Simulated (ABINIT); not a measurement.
Entries from a set of simulations; values are calculated unless marked as measured.

### A GW chain in ABINIT: CsGeCl3 (R3m)

Symmetry: R3m, No. 160, trigonal system. Conventional cell: a = 7.694 Å, b = 7.694 Å, c = 9.535 Å, α = 90.00°, β = 90.00°, γ = 120.00°. Cs has 12 Cl at 3.86 to 3.90 Å nearest. Nearest to Ge lie 3 Cl at 2.37 Å. Nearest to Cl lie 2 Ge at 2.37 to 3.10 Å and 4 Cs at 3.86 to 3.90 Å. Farther neighbours, and contacts between anions beyond the nearest, are not listed.

```
Cs Ge Cl
1.0
     3.84682    2.22096    3.17830
    -3.84682    2.22096    3.17830
     0.00000   -4.44192    3.17830
Cs Ge Cl
1 1 3
Direct
  0.99840 0.99840 0.99840
  0.51553 0.51553 0.51553
  0.49671 0.49671 0.94864
  0.49671 0.94864 0.49671
  0.94864 0.49671 0.49671
```

```yaml
method: RPA screening on LDA, plane waves, norm-conserving pseudopotentials (and 2 further levels or steps)
program: ABINIT 10.8.3
settings: cutoff 56 Ha, PseudoDojo scalar-relativistic 0.4.1 stringent, norm-conserving, ngkpt (2, 2, 2), nband 176, ecuteps 4.8 Ha, inclvkb 2, shiftk (0, 0, 0), symchi 1, awtr 1, frequency ppm, 2×2×2 k-mesh
cost: 5 runs, 8 min in all on 8 MPI ranks of Arm Neoverse V2, shared host
notes: The program’s warnings: nproc spkpt=  >= nkpt= * nsppol=. The cell and positions are those that the Materials Project relaxed with its own functionals (PBE, PBE+U or r2SCAN), kept fixed. Limits: no spin-orbit coupling. The 2×2×2 mesh is coarse for this cell, which bears on the long-range parts of exchange and screening.
lda_gap: 1.98 eV, indirect (only 2 meV under the direct gap)
g0w0_gap_on_the_mesh: 3.62 eV
gw_settings: 2×2×2 mesh, 176 bands, screening to 130.6 eV, Godby-Needs plasmon pole
known_limits: short of the basis limit; no spin-orbit coupling; coarse k mesh
```

G0W0 moves the gap on the mesh from 1.98 eV to 3.62 eV (+1.64 eV), with Z of 0.79 and 0.81 at the edges. Local fields lower the RPA ε∞ on this mesh from 7.23 to 5.96; a Γ-centred mesh this coarse tends to raise both, most where the direct gap is narrow, while a short band sum lowers them.

[Long decimals in the printed logs are rounded to 6 places.]

[Logs are printed without paths, hosts, clocks, repeated set-up lines and the standing remarks that a program may print on its own settings, such as how far it seeks lower states.]

[Paths, hosts, dates, memory and timing lines, banners, echoed tables and standing remarks are left out of the program output; an Ansatz launch command may be rebuilt from the run's recorded settings. Measured values are a selection of at most five: reports struck by readers or far from the other reports are left out. None is set beside runs whose start may be inverted or whose files or cutoffs have a known fault.]

[Runs of the session that timed out or met a known fault of the program may be left out.]

[Hosts, paths, dates, database ids (printed as entryN), source tags and the programs' standing remarks are cut or masked in the printed files.]

[G0W0 gaps are taken among the corrected bands and points alone; a level outside them can change the order at an edge.]

[Where Ansatz stands beside ABINIT at settings called matched, ABINIT's density can come from a denser mesh and the files from another edition; pairs whose starting gaps differed by over 0.03 eV were left out, so agreement reads better than it is.]
